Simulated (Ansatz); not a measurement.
# Rb (Im-3m, 1 atom in the cell): converging a phonon calculation, part 3 of 3

How do the frequencies of Rb (Im-3m, 1 atom in the cell) move with q mesh, k mesh and cutoff?

Ansatz 0.2.0; DFT PBEsol, scalar-relativistic, plane waves, PAW.

So far, highest frequency on the path or at a solved wavevector (cm⁻¹): step 3 (response at finite wavevector) 49.4; step 4 (q mesh 2×2×2) 49.4; step 6 (q mesh 6×6×6) 49.4; step 12 (k-mesh 18×18×18, q mesh 2×2×2) 49.6. The relaxed cell has a = 5.569 Å (conventional setting).

The database entry behind the starting cell lists a temperature near 78 K, so it need not match the best structure at ambient conditions.

**16. Another cutoff, cutoff 290 eV, q mesh 2×2×2**

The cutoff is set to 290 eV on a small fixed q mesh.

File input.yaml:

```yaml
crystal:
  lattice:
    - [-2.7847293308, 2.7847293308, 2.7847293308]
    - [2.7847293308, -2.7847293308, 2.7847293308]
    - [2.7847293308, 2.7847293308, -2.7847293308]
  atoms:
    - { symbol: Rb, position: [0.0, 0.0, 0.0] }
kpoints:
  mp_grid: { grid: [12, 12, 12] }
hamiltonian:
  xc: pbesol
scf:
  occupations: { method: methfessel_paxton, width: 0.15 }
output:
  eigenvalues: true
phonons:
  method: dfpt
  qmesh: [2, 2, 2]
  temperatures: { t_max: 1000, t_step: 50 }
  qpath:
    path:
      - [[0.0, 0.0, 0.0], [0.5, -0.5, 0.5], [0.0, 0.0, 0.5], [0.0, 0.0, 0.0], [0.25, 0.25, 0.25], [0.5, -0.5, 0.5]]
      - [[0.25, 0.25, 0.25], [0.0, 0.0, 0.5]]
    npoints: 10
basis:
  ecutwfc: 290
```

Started as:

```bash
ansatz run input.yaml --threads 4 --pin off --max-ram 7168MiB --backend cpu --events-out ev --progress --plain --runs-dir out
```

Numbers of over 12 decimals in the logs are rounded to 6 here.

The log of the run:

```text
[...]
Crystal: 1 atoms, lattice volume = 86.379 Å³
Basis set: ecut = 290 eV, 959 PW (Γ), exchange–correlation on 54×54×54 points (8 copies of the dense FFT grid, shifted against one another)
Bands: 9, of which v1, the nominal top of the filled ones, is band 5 counted from 1 (4 counted from 0)
Symmetry: 48 space group operations
k-points: 72 of 1728
[...]
SCF iter   1: F=—  HF=-3216.989867 eV  |F-HF|=—  |Δ(HF+E_count)|=         —  Δρ=6.23e-4  dr2=1.26e-4  ethr=1.77e-3  ⟨swp⟩=6.1  Hψ=4558  notcnv=0
[...]
SCF iter   9: F=-3216.990372 eV  HF=-3216.990372 eV  |F-HF|=9.09e-13  |Δ(HF+E_count)|=  1.46e-11  S|Δr|=    0.00e0  Δρ=5.11e-8  dr2=4.16e-12  ethr=1.00e-12  ⟨swp⟩=5.3  Hψ=3119  notcnv=0
SCF 1 converged in 9 iterations: F = -3216.990372 eV  dr2 = 4.16e-12
[...]
SCF converged after 9 iterations
[...]
Free energy (F): -3216.990372 eV
[...]
Internal energy: -3216.989248 eV  (E = F + TS)
E sigma→0 (E₀):  -3216.990091 eV
Entropy (-TS):   -0.001124 eV (-1.124 meV/atom)
Fermi energy:    2.085915 eV
[...]
--- Band table (eV; the first three rows and the last of 72) ---
[...]
ASR residual: 1.072e-4 → 0.000e0 eV/Å²; symmetrization residual: 6.813e-16 eV/Å²
  ASR residual per site (eV/Å²): 1.07e-4
  Γ frequencies (cm⁻¹): 0.00 0.00 0.00
--- Phonons (arbitrary-q DFPT): 3 irreducible q on the 2×2×2 mesh ---
[...]
interpolated dispersion: 62 rows × 3 modes
[...]
```

Run time: 9.5 s. Hardware: 4 threads of Arm Neoverse V2, shared host; peak memory 0.73 GiB.

The run finished; it serves as a test, and its numbers are not taken as the result.

**17. Another cutoff, cutoff 360 eV, q mesh 2×2×2**

The cutoff is set to 360 eV on a small fixed q mesh.

Changes to input.yaml since step 16:

```diff
@@ -25,2 +25,2 @@
 basis:
-  ecutwfc: 290
+  ecutwfc: 360
```

The log of the run:

```text
[...]
Crystal: 1 atoms, lattice volume = 86.379 Å³
Basis set: ecut = 360 eV, 1409 PW (Γ), exchange–correlation on 60×60×60 points (8 copies of the dense FFT grid, shifted against one another)
Bands: 9, of which v1, the nominal top of the filled ones, is band 5 counted from 1 (4 counted from 0)
Symmetry: 48 space group operations
k-points: 72 of 1728
[...]
E sigma→0 (E₀):  -3216.990920 eV
Entropy (-TS):   -0.001124 eV (-1.124 meV/atom)
Fermi energy:    2.085551 eV
[...]
--- Band table (eV; the first three rows and the last of 72) ---
[...]
ASR residual: 4.011e-5 → 0.000e0 eV/Å²; symmetrization residual: 1.147e-15 eV/Å²
  ASR residual per site (eV/Å²): 4.01e-5
  Γ frequencies (cm⁻¹): 0.00 0.00 0.00
--- Phonons (arbitrary-q DFPT): 3 irreducible q on the 2×2×2 mesh ---
[...]
interpolated dispersion: 62 rows × 3 modes
[...]
[key lines of the parts left out:]
SCF converged after 9 iterations
Free energy (F): -3216.991201 eV
```

The job ended after 11 s (4 threads; peak memory 0.83 GiB; 40 s of CPU time).

**18. Another cutoff, cutoff 550 eV, q mesh 2×2×2**

The cutoff is set to 550 eV on a small fixed q mesh.

Changes to input.yaml since step 17:

```diff
@@ -25,2 +25,2 @@
 basis:
-  ecutwfc: 360
+  ecutwfc: 550
```

The log of the run:

```text
[...]
Crystal: 1 atoms, lattice volume = 86.379 Å³
Basis set: ecut = 550 eV, 2491 PW (Γ), exchange–correlation on 80×80×80 points (8 copies of the dense FFT grid, shifted against one another)
Bands: 9, of which v1, the nominal top of the filled ones, is band 5 counted from 1 (4 counted from 0)
Symmetry: 48 space group operations
k-points: 72 of 1728
[...]
E sigma→0 (E₀):  -3216.991031 eV
Entropy (-TS):   -0.001124 eV (-1.124 meV/atom)
Fermi energy:    2.085441 eV
[...]
--- Band table (eV; the first three rows and the last of 72) ---
[...]
ASR residual: 2.357e-6 → 0.000e0 eV/Å²; symmetrization residual: 2.961e-15 eV/Å²
  ASR residual per site (eV/Å²): 2.36e-6
  Γ frequencies (cm⁻¹): 0.00 0.00 0.00
--- Phonons (arbitrary-q DFPT): 3 irreducible q on the 2×2×2 mesh ---
[...]
interpolated dispersion: 62 rows × 3 modes
[...]
[key lines of the parts left out:]
SCF converged after 9 iterations
Free energy (F): -3216.991312 eV
```

Run time: 20 s. Hardware: 4 threads; peak memory 1.3 GiB.

**19. What came out**

| Property | Result |
| --- | --- |
| mean frequency, q mesh 2×2×2 | 31.5 cm⁻¹ |
| mean frequency, q mesh 3×3×3 | 31.6 cm⁻¹ |
| mean frequency, q mesh 6×6×6 | 31.6 cm⁻¹ |
| lowest mode on the q mesh (acoustic modes at Γ apart), k-mesh 4×4×4 | -6.7 cm⁻¹ |
| lowest mode on the q mesh (acoustic modes at Γ apart), k-mesh 6×6×6 | 6.2 cm⁻¹ |
| lowest mode on the q mesh (acoustic modes at Γ apart), k-mesh 8×8×8 | 8.0 cm⁻¹ |
| lowest mode on the q mesh (acoustic modes at Γ apart), k-mesh 12×12×12 | 8.8 cm⁻¹ |
| lowest mode on the q mesh (acoustic modes at Γ apart), k-mesh 18×18×18 | 9.0 cm⁻¹ |
| lowest mode on the q mesh (acoustic modes at Γ apart), cutoff 170 eV | 9.0 cm⁻¹ |
| lowest mode on the q mesh (acoustic modes at Γ apart), cutoff 230 eV | 8.3 cm⁻¹ |
| lowest mode on the q mesh (acoustic modes at Γ apart), cutoff 290 eV | 8.8 cm⁻¹ |
| lowest mode on the q mesh (acoustic modes at Γ apart), cutoff 360 eV | 8.8 cm⁻¹ |
| lowest mode on the q mesh (acoustic modes at Γ apart), cutoff 550 eV | 8.8 cm⁻¹ |

In words: Over the whole q mesh series, coarse runs included, the mean frequency runs from 31.5 to 31.6 cm⁻¹; from 2×2×2 on it stays within 0.1 cm⁻¹ of the finest run (6×6×6), against a tolerance of 1.0. Over the whole k mesh series, coarse runs included, the lowest mode on the q mesh (acoustic modes at Γ apart) runs from -6.7 to 9.0 cm⁻¹; from 8×8×8 on all solved modes stay within 1.0 cm⁻¹ of the finest run (18×18×18), against a tolerance of 1.0. Over the whole cutoff series, coarse runs included, the lowest mode on the q mesh (acoustic modes at Γ apart) runs from 8.3 to 9.0 cm⁻¹; from 170 eV on all solved modes stay within 0.9 cm⁻¹ of the finest run (550 eV), against a tolerance of 1.0. All runs share the cell relaxed at the base settings, which is not exactly at rest under another k mesh or cutoff. With no gap, or one that is small against the smearing, the frequencies hang on the k mesh and the smearing, most of all near Kohn anomalies. These are harmonic frequencies at zero temperature: anharmonic shifts, linewidths and thermal expansion are left out.

[Logs are printed without paths, hosts, clocks, repeated set-up lines and the standing remarks that a program may print on its own settings, such as how far it seeks lower states.]

[Hosts, paths, dates, database ids (printed as entryN), source tags and the programs' standing remarks are cut or masked in the printed files.]
